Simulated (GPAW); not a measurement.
# A Sn chain with an H atom bridging one bond: relaxation, then transmission at several levels, part 2 of 2

How well does a Sn chain with an H atom bridging one bond conduct once its atoms have relaxed, and how much do cheaper levels lose?

GPAW 26.7.0; GPAW LCAO, PAW setups; relaxation of the junction within the symmetry of its start, lead ends held (the session's first sound run).

So far, transmission at the Fermi level (one spin): step 3 (double-zeta polarised basis, PBE, GPAW) 1.92; step 4 (basis szp(dzp), PBE, GPAW) 1.92; step 5 (basis sz(dzp), PBE, GPAW) 1.90; step 6 (revPBE) 1.91; step 7 (the structure as built: geometry = "as built", PBE, GPAW) 2.74.

## Step 9: Comparison

The curves are compared point by point over the common energies.

This step: comparison of transmission and cost over codes, levels and geometry (GPAW 26.7.0).

Ladder, by row:

```csv
step,code,T at the Fermi level (sum over the listed spins),conductance (G0),r.m.s. T(E) from the first,wall time (s),peak memory (GiB),threads
dzp,GPAW,1.923,1.922,0,84.2,1.11,1
szp,GPAW,1.916,1.914,0.02144,68.45,1.08,1
sz,GPAW,1.897,1.896,0.07195,37.5,1,1
dzp-revPBE,GPAW,1.912,1.911,0.01244,76.35,1.11,1
asbuilt,GPAW,2.738,2.737,0.6322,76.25,1.11,1
```

The transmission, zone mean, sum over the listed spins by energy, zero at the Fermi level:

| energy (eV) | dzp | szp | sz | dzp-revPBE | asbuilt |
| --- | --- | --- | --- | --- | --- |
| -2.000 | 0.508 | 0.534 | 0.596 | 0.510 | 0.505 |
| -1.800 | 0.603 | 0.634 | 0.680 | 0.603 | 0.491 |
| -1.600 | 0.689 | 0.721 | 0.755 | 0.688 | 0.436 |
| -1.400 | 0.770 | 0.800 | 0.826 | 0.768 | 0.312 |
| -1.200 | 0.849 | 0.874 | 0.894 | 0.847 | 0.0763 |
| -1.000 | 0.925 | 0.941 | 0.956 | 0.924 | 0.222 |
| -0.800 | 1.02 | 0.997 | 1.31 | 1.03 | 1.51 |
| -0.600 | 1.96 | 1.94 | 2.01 | 1.96 | 2.40 |
| -0.525 | 2.02 | 2.02 | 2.00 | 2.02 | 2.48 |
| -0.400 | 1.97 | 1.96 | 1.93 | 1.96 | 2.58 |
| -0.200 | 1.92 | 1.91 | 1.89 | 1.92 | 2.68 |
| 0.000 | 1.92 | 1.92 | 1.90 | 1.91 | 2.74 |
| 0.200 | 1.88 | 1.87 | 1.86 | 1.87 | 2.76 |
| 0.400 | 1.82 | 1.81 | 1.81 | 1.80 | 2.78 |
| 0.600 | 1.82 | 1.81 | 1.80 | 1.80 | 2.80 |
| 0.800 | 1.93 | 1.91 | 1.88 | 1.90 | 2.82 |
| 1.000 | 2.16 | 2.15 | 2.08 | 2.13 | 2.85 |
| 1.200 | 2.48 | 2.47 | 2.40 | 2.45 | 2.87 |
| 1.400 | 2.72 | 2.71 | 2.70 | 2.71 | 2.89 |
| 1.475 | 2.75 | 2.73 | 2.75 | 2.75 | 2.89 |
| 1.500 | 2.75 | 2.73 | 2.76 | 2.75 | 2.89 |
| 1.550 | 2.74 | 2.72 | 2.77 | 2.74 | 2.89 |
| 1.600 | 2.71 | 2.70 | 2.75 | 2.71 | 2.89 |
| 1.800 | 2.50 | 2.49 | 2.56 | 2.51 | 2.90 |
| 2.000 | 2.22 | 2.20 | 2.26 | 2.22 | 2.89 |

## Step 10: Grid spacing 0.3, mixing 0.15, mixing history 3

The real-space grid carries density and potential; a coarse one breaks translation symmetry along the lead and scatters electrons that should pass. Mixing changes the road to self-consistency, not its end. The mixing history changes the road to self-consistency, not its end.

This step: GPAW LCAO, PAW setups; Landauer transmission from Green's functions with principal layers (ASE), zero bias (GPAW 26.7.0).

run.py reads:

```python
import json
import numpy as np
from ase import Atoms
from ase.transport.calculators import TransportCalculator
from gpaw import GPAW, FermiDirac
from gpaw.lcao.tools import get_lcao_hamiltonian
from scipy.linalg import eigh

# The junction with lead layers at both ends, along the third cell vector
device = Atoms(
    ['Sn', 'Sn', 'Sn', 'Sn', 'Sn', 'Sn', 'H', 'Sn', 'Sn', 'Sn', 'Sn', 'Sn', 'Sn'],
    positions=[
        [4.50000, 4.50000, 1.37500],
        [4.50000, 4.50000, 4.12500],
        [4.50000, 4.50000, 6.87500],
        [4.50000, 4.50000, 9.62500],
        [4.50000, 4.50000, 12.37500],
        [3.23664, 4.50000, 15.19417],
        [4.68533, 4.50000, 16.60000],
        [3.23664, 4.50000, 18.00583],
        [4.50000, 4.50000, 20.82500],
        [4.50000, 4.50000, 23.57500],
        [4.50000, 4.50000, 26.32500],
        [4.50000, 4.50000, 29.07500],
        [4.50000, 4.50000, 31.82500]],
    cell=[[9.0, 0.0, 0.0], [0.0, 9.0, 0.0], [0.0, 0.0, 33.2]],
    pbc=True)

# One principal layer of the lead: the first 3 atoms of the device
lead = Atoms(
    ['Sn', 'Sn', 'Sn'],
    positions=[
        [4.50000, 4.50000, 1.37500],
        [4.50000, 4.50000, 4.12500],
        [4.50000, 4.50000, 6.87500]],
    cell=[[9.0, 0.0, 0.0], [0.0, 9.0, 0.0], [0.0, 0.0, 8.25]],
    pbc=True)

settings = dict(mode='lcao', basis='dzp', xc='PBE', h=0.3,
                occupations=FermiDirac(0.1), maxiter=250,
                mixer=dict(beta=0.15, nmaxold=3, weight=100.0),
                convergence=dict(density=0.0001))
energies = np.arange(-2, 2 + 1e-9, 0.025)
eta = 0.0001
n1, n2 = 1, 1
# k and -k transmit alike, so half of the mesh across the current serves
mesh = [(i, j) for i in range(n1) for j in range(n2) if (i, j) <= (-i % n1, -j % n2)]
weights = np.array([1 if (i, j) == (-i % n1, -j % n2) else 2 for i, j in mesh]) / (n1 * n2)

# [... helper functions left out ...]
fermi_lead = ground_state(lead, (1, 1, 14), 'lead.txt')
fermi_device = ground_state(device, (1, 1, 3), 'device.txt')
# [... loop over the mesh left out, but for ...]
        # Shift the lead onto the potential of the device's first layer
        shift = ((H[:, 0, 0] - H0[:, 0, 0]) / S0[0, 0]).real.mean()
# [...]
kT = 8.617333e-5 * 300
bias = [0.1, 0.2, 0.5, 1.0, 1.5, 2.0]
# [... integrals and printing left out ...]
```

On the command line:

```
$ OMP_NUM_THREADS=1 OPENBLAS_NUM_THREADS=1 python run.py
```

Elapsed: 44 s, on 1 thread of Arm Neoverse V1, shared host; peak memory 0.42 GiB.

The run finished with changed settings (h = 0.3, beta = 0.15 and nmaxold = 3); it serves as a test.

The two runs compared:

| quantity | this run | sound run | difference |
| --- | --- | --- | --- |
| conductance (G₀) | 1.9217 | 1.9217 | -2.9e-5 |
| largest coupling past the next principal layer (eV) | 3.841e-7 | 3.838e-7 | 2.8e-10 |
| largest misfit of the first principal layer (eV) | 0.043832 | 0.047592 | -0.00376 |
| shift that aligns the lead (eV) | -0.0031249 | 0.0018660 | -0.00499 |
| transmission at the Fermi level (one spin) | 1.9232 | 1.9233 | -2.8e-5 |

## Step 11: Results

* conductance: 1.92 G₀
* transmission at the Fermi level, mean of the spins: 1.92
* thermopower: about 0 (under 1.5 μV/K)

What this shows: In the dzp basis the junction conducts 1.92 G₀ at 300 K, with T = 1.92 a spin at the Fermi level; the sz basis reaches that conductance within 10 %. Relaxation moved atoms by up to 1.3 Å and took the conductance from 2.74 to 1.92 G₀, as a ratio a larger change than the step from dzp to the minimal basis. At the Fermi level the three most open eigenchannels pass 0.99, 0.82 and 0.11. Measured against the first run (dzp), the nearest curve is that of dzp-revPBE (r.m.s. 0.012) and the farthest that of asbuilt (0.63). Over the compared runs wall time goes from 38 s (sz) to 84 s (dzp), on a shared host. The leads kept an estimated spacing and the cell its length, so the junction may be under some tension or compression. The geometry comes from the orbital basis, which tends to overbind, and kept the symmetry of the start, so a structure of lower symmetry may lie lower. The run had no spin polarisation, so a magnetic state, which chains and small molecules with open shells often have, wasn't tested. Spin-orbit coupling is left out, which matters for the heavy atoms here. An evenly spaced straight chain is an idealisation: free chains tend to dimerise, zigzag or, where a band edge lies near the Fermi level, turn magnetic. The currents use the zero-bias T(E) throughout, which holds only while the bias is small against the distance to the nearest feature.

[Logs are printed without paths, hosts, clocks, repeated set-up lines and the standing remarks that a program may print on its own settings, such as how far it seeks lower states.]

[Hosts, paths, dates, database ids (printed as entryN), source tags and the programs' standing remarks are cut or masked in the printed files.]
